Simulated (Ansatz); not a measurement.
## Where V_P puts its levels in the gap of BP (F-43m)

Aim: at which Fermi levels does V_P in BP (F-43m) change its charge? The model is a cell of 54 host atoms with 1 P taken out.

Main program and level: Ansatz 0.2.0; place-levels on r2SCAN runs: charge-transition levels and formation energies with image-charge correction and potential alignment at the atomic sites; PAW set soft_1.

### Step 1. The structure

The cell holds 53 atoms: 27 B and 26 P. Its edges and angles: a = 9.767 Å, b = 9.767 Å, c = 9.767 Å, α = 60.0°, β = 60.0°, γ = 60.0°. It derives from BP (space group F-43m). Nearest the centre at fractional (0.250, 0.583, 0.583): B34 at 1.99 Å, B16 at 1.99 Å, B28 at 1.99 Å, B32 at 1.99 Å, P15 at 3.26 Å, P11 at 3.26 Å, P27 at 3.26 Å, P21 at 3.26 Å.

Screening for the image-charge correction: ε∞ = 9.31, ε0 = 9.42, computed on the host (DFPT, PBEsol, on the r2SCAN cell), and a cell off the functional's own equilibrium shifts the ionic part.

The relaxed host is scaled by +1.5 % along all axes; the dielectric constants are those of the unstrained host.

The cell's shortest repeat is 9.8 Å.

### Step 2. The runs of each charge state

A transition level is the Fermi level at which two charge states cost the same, so each charge needs its own total energy, at its own relaxed structure.

Random displacements of about 0.05 Å break the site symmetry at the start, so that the relaxation can reach a distorted minimum if there is one. Forces are taken on a 2×2×2 shifted mesh. The cell holds 1 electron more than the neutral one, with a uniform background that keeps it neutral on the whole.

The sampling was tested on the host first: at the k-points planned (1x1x1 shifted 0.25 0.25 0.25) its energy lies 0.146 eV an atom from the dense-mesh value, so the final energies take a denser sampling.

One of the inputs; charge, spin and start change from state to state.

The input, qm1.relax/input.yaml:

```yaml
crystal:
  lattice:
    - [0.0, 6.90662457, 6.90662457]
    - [6.90662457, 0.0, 6.90662457]
    - [6.90662457, 6.90662457, 0.0]
  atoms:
    - { symbol: B, position: [0.0, 0.0, 0.0] }
    - { symbol: P, position: [0.25, 0.25, 0.25] }
[... 1 atom line left out ...]
    - { symbol: P, position: [0.25, 0.25, 0.58333333] }
    - { symbol: B, position: [0.0, 0.0, 0.66666667] }
    - { symbol: P, position: [0.25, 0.25, 0.91666667] }
[... 1 atom line left out ...]
    - { symbol: P, position: [0.25, 0.58333333, 0.25] }
[... 2 atom lines left out ...]
    - { symbol: P, position: [0.25, 0.58333333, 0.91666667] }
[... 1 atom line left out ...]
    - { symbol: P, position: [0.25, 0.91666667, 0.25] }
[... 1 atom line left out ...]
    - { symbol: P, position: [0.25, 0.91666667, 0.58333333] }
    - { symbol: B, position: [0.0, 0.66666667, 0.66666667] }
[... 3 atom lines left out ...]
    - { symbol: B, position: [0.33333333, 0.0, 0.33333333] }
    - { symbol: P, position: [0.58333333, 0.25, 0.58333333] }
[... 3 atom lines left out ...]
    - { symbol: P, position: [0.58333333, 0.58333333, 0.25] }
[... 1 atom line left out ...]
    - { symbol: P, position: [0.58333333, 0.58333333, 0.58333333] }
    - { symbol: B, position: [0.33333333, 0.33333333, 0.66666667] }
[... 3 atom lines left out ...]
    - { symbol: B, position: [0.33333333, 0.66666667, 0.33333333] }
[... 1 atom line left out ...]
    - { symbol: B, position: [0.33333333, 0.66666667, 0.66666667] }
[... 10 atom lines left out ...]
    - { symbol: P, position: [0.91666667, 0.58333333, 0.58333333] }
    - { symbol: B, position: [0.66666667, 0.33333333, 0.66666667] }
    - { symbol: P, position: [0.91666667, 0.58333333, 0.91666667] }
[... 2 atom lines left out ...]
    - { symbol: B, position: [0.66666667, 0.66666667, 0.33333333] }
    - { symbol: P, position: [0.91666667, 0.91666667, 0.58333333] }
[... 1 atom line left out ...]
    - { symbol: P, position: [0.91666667, 0.91666667, 0.91666667] }
  host:
    repeats: [3, 3, 3]
    atoms:
      - { symbol: B, position: [0.0, 0.0, 0.0] }
      - { symbol: P, position: [0.75, 0.75, 0.75] }
total_charge: -1
basis:
  ecutwfc: 500
  xc_grid: 2
hamiltonian:
  xc: r2scan
  pseudopotentials: { kind: paw, azcp: { folder: soft_1 } }
kpoints:
  mp_grid: { grid: [2, 2, 2], shift: [0.5, 0.5, 0.5] }
scf:
  occupations: { method: fixed }
  max_iter: 60
output:
  forces: true
  charged_corrections:
    epsilon: 9.31
    static_epsilon: 9.42
    defect_position: [0.25, 0.583333, 0.583333]
relax:
  f_tol: 0.02
  max_steps: 80
  random_displacement: { amplitude: 0.05, seed: 4833 }
checkpoint:
  write: "../qm1.relax.run"
  compress: false
  write_wavefunctions: true
  write_every: 100000
```

Command:

```console
ansatz run input.yaml --threads 4 --pin off --max-ram 7536MiB --backend cpu --events-out ev --progress --plain --runs-dir out
```

The run of this state that the levels use, under r2SCAN:

The input, qm1.point/input.yaml:

```yaml
crystal:
  checkpoint: "../qm1.relax.run"
  host: checkpoint
total_charge: -1
basis:
  ecutwfc: 500
  xc_grid: 2
hamiltonian:
  xc: r2scan
  pseudopotentials: { kind: paw, azcp: { folder: soft_1 } }
kpoints:
  mp_grid: { grid: [2, 2, 2], shift: [0.5, 0.5, 0.5] }
scf:
  occupations: { method: fixed }
  max_iter: 60
output:
  forces: true
  eigenvalues: true
  charged_corrections:
    epsilon: 9.31
    static_epsilon: 9.42
    defect_position: [0.25, 0.583333, 0.583333]
  eigenstates: { localisation: true }
  populations: true
  band_densities: [{ bands: [v1, v1] }, { bands: [c1, c1] }]
  write_density: true
  write_potential: true
  volumetric_format: npy
checkpoint:
  read: "../qm1.relax.run"
  write: "../qm1.point.run"
  compress: false
  write_wavefunctions: false
  write_every: 100000
```

Relaxations under r2SCAN at a 2×2×2 shifted mesh; times on 4 threads of Intel Xeon Platinum 8375C at 2.90GHz (Ice Lake), shared host:

| charge | moment (μB) | occupations | outcome | steps | largest displacement against the far atoms (Å) | time |
| --- | --- | --- | --- | --- | --- | --- |
| −1 | 0 | fixed | converged | 7 | 0.23 | 99 s |
| 0 | 1 | fixed | converged | 6 | 0.21 | 3.7 min |
| +1 | 0 | fixed | converged | 6 | 0.25 | 86 s |
| +2 | 1 | fixed | converged | 22 | 0.33 | 11 min |
| +3 | 0 | fixed | converged | 16 | 0.39 | 2.8 min |
| −1 | 2 | fixed | converged | 5 | 0.19 | 3.8 min |
| +3 | 2 | fixed | converged | 7 | 0.35 | 5.6 min |

Single points under r2SCAN at a 2×2×2 shifted mesh; times on 4 threads of Intel Xeon Platinum 8375C at 2.90GHz (Ice Lake), shared host:

| charge | moment (μB) | occupations | outcome | time |
| --- | --- | --- | --- | --- |
| −1 | 0 | fixed | converged | 19 s |
| 0 | 1 | fixed | converged | 38 s |
| +1 | 0 | fixed | converged | 17 s |
| +2 | 1 | fixed | converged | 30 s |
| +3 | 0 | fixed | converged | 14 s |
| −1 | 2 | fixed | converged | 34 s |
| +3 | 2 | fixed | converged | 30 s |

Distances (Å) from the ideal centre to the nearest atoms after relaxation with r2SCAN:

| charge | moment (μB) | 1. | 2. | 3. | 4. | 5. | 6. |
| --- | --- | --- | --- | --- | --- | --- | --- |
| −1 | 0 | B 2.16 | B 2.16 | B 2.17 | B 2.22 | P 3.22 | P 3.22 |
| −1 | 2 | B 2.11 | B 2.18 | B 2.18 | B 2.19 | P 3.22 | P 3.22 |
| 0 | 1 | B 2.19 | B 2.19 | B 2.20 | B 2.20 | P 3.23 | P 3.24 |
| +1 | 0 | B 2.22 | B 2.23 | B 2.24 | B 2.24 | P 3.24 | P 3.24 |
| +2 | 1 | B 2.30 | B 2.32 | B 2.32 | B 2.33 | P 3.25 | P 3.25 |
| +3 | 0 | B 2.37 | B 2.38 | B 2.38 | B 2.38 | P 3.26 | P 3.26 |
| +3 | 2 | B 2.32 | B 2.34 | B 2.34 | B 2.35 | P 3.26 | P 3.26 |

### Step 3. Levels against the band edges, r2SCAN

A charged cell interacts with its images and the background, and its potential has another zero than the host's. place-levels removes the first by a point-charge model, screened by the static dielectric constant since the ions have relaxed around the charge, and the second by comparing potentials at atoms far from the defect.

The host is a run of the defect-free crystal in the same cutoffs, grids and k-points, so that basis and sampling errors cancel in part in the differences. The host is run in a cell of 2 atoms on a matching mesh. Its band edges are searched through the zone by a band path, so the gap is smaller than, or equal to, that on the mesh. Chemical potentials are energies per atom of P (black phosphorus), run with the same functional and cutoff.

The input, levels.point.yaml:

```yaml
host:
  run: host.point.run
states: [qm1.point.run, q0_M1.point.run, qp1.point.run, qp2_M1.point.run, qp3.point.run, qm1_M2.point.run, qp3_M2.point.run]
geometry_from:
  qm1.point.run: qm1.relax.run
  q0_M1.point.run: q0_M1.relax.run
  qp1.point.run: qp1.relax.run
  qp2_M1.point.run: qp2_M1.relax.run
  qp3.point.run: qp3.relax.run
  qm1_M2.point.run: qm1_M2.relax.run
  qp3_M2.point.run: qp3_M2.relax.run
  host.point.run: host.relax.run
chemical_potentials:
  P:
    energy: -759.166194
    dataset: "<sha256 of the dataset>"
epsilon: 9.31
static_epsilon: 9.42
vertical:
  - { from: qm1.point.run, to: qm1.point_neutral.run }
  - { from: qp1.point.run, to: qp1.point_neutral.run }
  - { from: qp2_M1.point.run, to: qp2_M1.point_neutral.run }
  - { from: qp3.point.run, to: qp3.point_neutral.run }
  - { from: qm1_M2.point.run, to: qm1_M2.point_neutral.run }
  - { from: qp3_M2.point.run, to: qp3_M2.point_neutral.run }
```

Command:

```console
ansatz place-levels levels.point.yaml -- --threads 4 --pin off --max-ram 7536MiB
```

Numbers of over 12 decimals in the logs are rounded to 6 here.

Output:

```text
[... repeated set-up lines and file paths are left out, and long positions are rounded to six places ...]
(+3/+2) 0.000 eV above the valence edge (-1.134 eV without the band-filling correction), 1.469 eV under the conduction edge; not on the lower envelope
(+2/+1) 0.144 eV beneath the valence edge (-0.634 eV without the band-filling correction), in the valence band; not on the lower envelope
(+1/0) 0.679 eV above the valence edge, 0.789 eV under the conduction edge
(0/-1) 1.465 eV above the valence edge, 0.004 eV under the conduction edge
(+3/+1) 0.072 eV beneath the valence edge (-0.884 eV without the band-filling correction), in the valence band: charges between them are lowest nowhere
formation energy of charge +3: +5.264 eV with the Fermi level at the valence edge
formation energy of charge +2: +5.264 eV with the Fermi level at the valence edge
formation energy of charge +1: +5.120 eV with the Fermi level at the valence edge
formation energy of charge 0: +5.799 eV with the Fermi level at the valence edge
formation energy of charge -1: +7.264 eV with the Fermi level at the valence edge
vertical -1 to 0: no energy, since no alignment is typed
  the change from vertical[0].from (qm1.point.run) to vertical[0].to (qm1.point_neutral.run): by its potential at epsilon 9.31 it stands at 0.286 0.619 0.618, with an rms radius of about 2.4 Å (1.4 1.4 1.4 Å across the planes of the cell's vectors); [...]
vertical +1 to 0: no energy, since no alignment is typed
  the change from vertical[1].from (qp1.point.run) to vertical[1].to (qp1.point_neutral.run): by its potential at epsilon 9.31 it stands at 0.288 0.622 0.621, with an rms radius of about 2.2 Å (1.3 1.3 1.3 Å across the planes of the cell's vectors); [...]
vertical +2 to 0: no energy, since no alignment is typed
[...]
of states[2] (qp1.point.run): its alignment with the host at atomic sites is doubtful: the mean over the far sites moves by -0.1879 eV from their farther parts to their nearer, more than 0.05 eV. [...]
  of states[1] (q0_M1.point.run): its alignment with the host at atomic sites is doubtful: the mean over the far sites moves by -0.0755 eV from their farther parts to their nearer, more than 0.05 eV. [...]
  of states[6] (qp3_M2.point.run): it parts from the run at its places by a charge that spreads by about 1.8 Å along one vector (1.4 Å or more is wide), by its potential at epsilon 9.31, taken for that of held ions (one typed too small widens it), where the [...]
  of states[5] (qm1_M2.point.run): it parts from the run at its places by a charge that spreads by about 1.6 Å along one vector (1.4 Å or more is wide), by its potential at epsilon 9.31, taken for that of held ions (one typed too small widens it), where the [...]
  of vertical[0].to (qm1.point_neutral.run): stability_check_not_made
  of vertical[1].to (qp1.point_neutral.run): stability_check_not_made
  of vertical[2].from (qp2_M1.point.run): stability_check_not_made; [...]
  of vertical[2].to (qp2_M1.point_neutral.run): stability_check_not_made
  of vertical[3].from (qp3.point.run): it parts from the run at its places by a charge that spreads by about 1.5 Å along one vector (1.4 Å or more is wide), by its potential at epsilon 9.31, taken for that of held ions (one typed too small widens it), where [...]
  of vertical[3].to (qp3.point_neutral.run): stability_check_not_made
  of vertical[4].from (qm1_M2.point.run): stability_check_not_made; [...]
  of vertical[4].to (qm1_M2.point_neutral.run): stability_check_not_made
  of vertical[5].from (qp3_M2.point.run): its moments are held at its close (magnetization.spin_locking), by a field of 0.154 eV a Bohr magneton, and its energy and levels are of the state that this holds: a run that lets them go can end lower; [...]
  of vertical[5].to (qp3_M2.point_neutral.run): stability_check_not_made
```

Wall time 0.75 s (4 threads of Intel Xeon Platinum 8375C at 2.90GHz (Ice Lake), shared host).

Levels between the charges placed, in eV above the valence top:

|  | gap (eV) | (+3/+2) | (+2/+1) | (+1/0) | (0/−1) |
| --- | --- | --- | --- | --- | --- |
| r2SCAN | 1.47 | 0.00 | -0.14 | 0.68 | 1.46 |

Corrections by state:

| charge | moment (μB) | image terms and alignment (eV) | band filling (eV) | ε used | over the lowest of its charge, as the program ranks them, band filling apart (eV) |
| --- | --- | --- | --- | --- | --- |
| +3 | 0.0 | 0.490 | -1.623 | 9.42 | 0.000 |
| +2 | 1.0 | -0.053 | -0.490 | 9.42 | 0.000 |
| +1 | 0.0 | -0.215 | - | 9.42 | 0.000 |
| 0 | 1.0 | 0.000 | - | - | 0.000 |
| −1 | 0.0 | 0.617 | - | 9.42 | 0.000 |
| +3 | 2.0 | 0.366 | - | 9.42 | 0.257 |
| −1 | 2.0 | 0.598 | - | 9.42 | 0.008 |

The charged structures listed were also run neutral, and place-levels reads from each pair, by the potential or the spins, how wide the charge is by which they differ; that can be the carrier of either run.

| charge | rms radius (Å) | spread where it is widest against the cell (Å) | wide from (Å) | reading |
| --- | --- | --- | --- | --- |
| +3 | 2.5 | 1.49 | 1.38 | wide |
| +2 | 2.5 | 1.44 | 1.38 | wide |
| +1 | 2.2 | 1.28 | 1.38 | narrow |
| −1 | 2.4 | 1.38 | 1.38 | narrow |

The neutral runs of these pairs need not share the spin of the lowest neutral state, and very wide values only mean spread over the cell.

From the program's caveats on the states, each cut to its opening words:

- charge +3: it parts from the run at its places by a charge that spreads by about 1.5 Å along one vector (1.4 Å or more is wide), by its potential at epsilon 9.31, taken [...]
- charge +3: a band-filling correction moves a carrier to the host's band edge, which changes its energy by -1.623 eV
- charge +3: its alignment with the host at atomic sites is doubtful: the mean over the far sites moves by -0.2477 eV from their farther parts to their nearer, more than [...]
- charge +2 (1 μB): it parts from the run at its places by a charge that spreads by about 1.4 Å along one vector (1.4 Å or more is wide), by its potential at epsilon 9.31, taken [...]
- charge +2 (1 μB): a band-filling correction moves a carrier to the host's band edge, which changes its energy by -0.490 eV
- charge +2 (1 μB): its alignment with the host at atomic sites is doubtful: the mean over the far sites moves by -0.2194 eV from their farther parts to their nearer, more than [...]
- charge +2 (1 μB), 0 (1 μB), +3 (2 μB), −1 (2 μB): flagged: stability check not made
- charge +1: its alignment with the host at atomic sites is doubtful: the mean over the far sites moves by -0.1879 eV from their farther parts to their nearer, more than [...]
- charge 0 (1 μB): its alignment with the host at atomic sites is doubtful: the mean over the far sites moves by -0.0755 eV from their farther parts to their nearer, more than [...]
- charge +3 (2 μB): it parts from the run at its places by a charge that spreads by about 1.8 Å along one vector (1.4 Å or more is wide), by its potential at epsilon 9.31, taken [...]
- charge +3 (2 μB): its alignment with the host at atomic sites is doubtful: the mean over the far sites moves by -0.1736 eV from their farther parts to their nearer, more than [...]
- charge +3 (2 μB): its moments are held at its close (magnetization.spin_locking), by a field of 0.154 eV a Bohr magneton, and its energy and levels are of the state that this [...]
- charge +3 (2 μB): filled levels lie above empty ones at the fixed electron count
- charge −1 (2 μB): it parts from the run at its places by a charge that spreads by about 1.6 Å along one vector (1.4 Å or more is wide), by its potential at epsilon 9.31, taken [...]

The host's formation energy from the elements is -0.472 eV per atom at this strain; it sets how far the chemical potentials can move.

Limit set by the element alone; other compounds of these elements are not counted. Chemical potentials from the elements' reference states: B 0.00 eV, P -0.94 eV. Formation energy by charge state (B-rich; gap 1.47 eV):

| charge | at valence top (eV) | at conduction bottom (eV) | correction included (eV) |
| --- | --- | --- | --- |
| +3 | 4.32 | 8.73 | -1.13 |
| +2 | 4.32 | 7.26 | -0.54 |
| +1 | 4.18 | 5.64 | -0.22 |
| 0 | 4.86 | 4.86 | 0.00 |
| −1 | 6.32 | 4.85 | 0.62 |

```json
{"Fermi level (eV)": "0.00", "lowest formation energy (eV)": "4.18"}
{"Fermi level (eV)": "0.13", "lowest formation energy (eV)": "4.31"}
{"Fermi level (eV)": "0.27", "lowest formation energy (eV)": "4.44"}
{"Fermi level (eV)": "0.40", "lowest formation energy (eV)": "4.58"}
{"Fermi level (eV)": "0.53", "lowest formation energy (eV)": "4.71"}
{"Fermi level (eV)": "0.67", "lowest formation energy (eV)": "4.84"}
{"Fermi level (eV)": "0.80", "lowest formation energy (eV)": "4.86"}
{"Fermi level (eV)": "0.93", "lowest formation energy (eV)": "4.86"}
{"Fermi level (eV)": "1.07", "lowest formation energy (eV)": "4.86"}
{"Fermi level (eV)": "1.20", "lowest formation energy (eV)": "4.86"}
{"Fermi level (eV)": "1.34", "lowest formation energy (eV)": "4.86"}
{"Fermi level (eV)": "1.47", "lowest formation energy (eV)": "4.85"}
```

Limit set by the element alone; other compounds of these elements are not counted. Chemical potentials from the elements' reference states: P 0.00 eV, B -0.94 eV. Formation energies (P-rich), with the Fermi level at the valence top and at the conduction bottom (gap 1.47 eV):

| charge | at valence top (eV) | at conduction bottom (eV) | correction included (eV) |
| --- | --- | --- | --- |
| +3 | 5.26 | 9.67 | -1.13 |
| +2 | 5.26 | 8.20 | -0.54 |
| +1 | 5.12 | 6.59 | -0.22 |
| 0 | 5.80 | 5.80 | 0.00 |
| −1 | 7.26 | 5.80 | 0.62 |

(Fermi level (eV), lowest formation energy (eV)): (0.00, 5.12), (0.13, 5.25), (0.27, 5.39), (0.40, 5.52), (0.53, 5.65), (0.67, 5.79), (0.80, 5.80), (0.93, 5.80), (1.07, 5.80), (1.20, 5.80), (1.34, 5.80), (1.47, 5.80)

### Step 4. Summary of results

```
gap of the host                                                          : 1.47 eV (r2SCAN)
level (plus 3/plus 2)                                                    : 0.00 eV above the valence top, not a change between lowest states (-1.13 eV above the valence top without the band-filling term)
level (plus 2/plus 1)                                                    : 0.14 eV below the valence top, not a change between lowest states (-0.63 eV above the valence top without the band-filling term)
level (plus 1/0)                                                         : 0.68 eV above the valence top
level (0/minus 1)                                                        : 1.46 eV above the valence top, at the conduction bottom
lowest of the charges placed, just above the valence top (0.02 eV)       : +1
lowest of the charges placed, just below the conduction bottom (0.02 eV) : 0
lowest formation energy at mid-gap of the charges run, B-rich            : 4.86 eV
lowest formation energy at mid-gap of the charges run, P-rich            : 5.80 eV
```

Of the charges placed (−1, 0, +1, +2 and +3), the lowest changes at 0.68 eV (+1/0) above the valence top, in a gap of 1.47 eV. (0/−1) lies 0.00 eV from a band edge, less than the doubt on such levels. States placed: +3 at 0 μB and 2 μB; +2 at 1 μB; +1 at 0 μB; 0 at 1 μB; −1 at 0 μB and 2 μB. Other spin states or structures, where not listed, weren't placed. The program finds carriers beyond a band edge of the host and adds a band-filling term at charge +2 (-0.49 eV) and +3 (-1.62 eV); steps to such a charge show no bound level, and a defect level inside a band would be read the same way. The program doubts the alignment of potentials for at least one state, a sign that the cell is small. Limits: r2SCAN makes the gap too small and tends to spread out bound carriers.

[Logs are printed without paths, hosts, clocks, repeated set-up lines and the standing remarks that a program may print on its own settings, such as how far it seeks lower states.]

[Hosts, paths, dates, database ids (printed as entryN), source tags and the programs' standing remarks are cut or masked in the printed files.]

[Where a table of states has a column of steps, it counts the stored structures, which are thinned; the runs took as many ionic steps or more.]

[A defect's name tells the site on which it was built; relaxed atoms can leave that site.]

[For some hosts the program warned that the k-mesh of the response run may be too coarse for force constants and the static dielectric constant; such warnings are not shown here.]
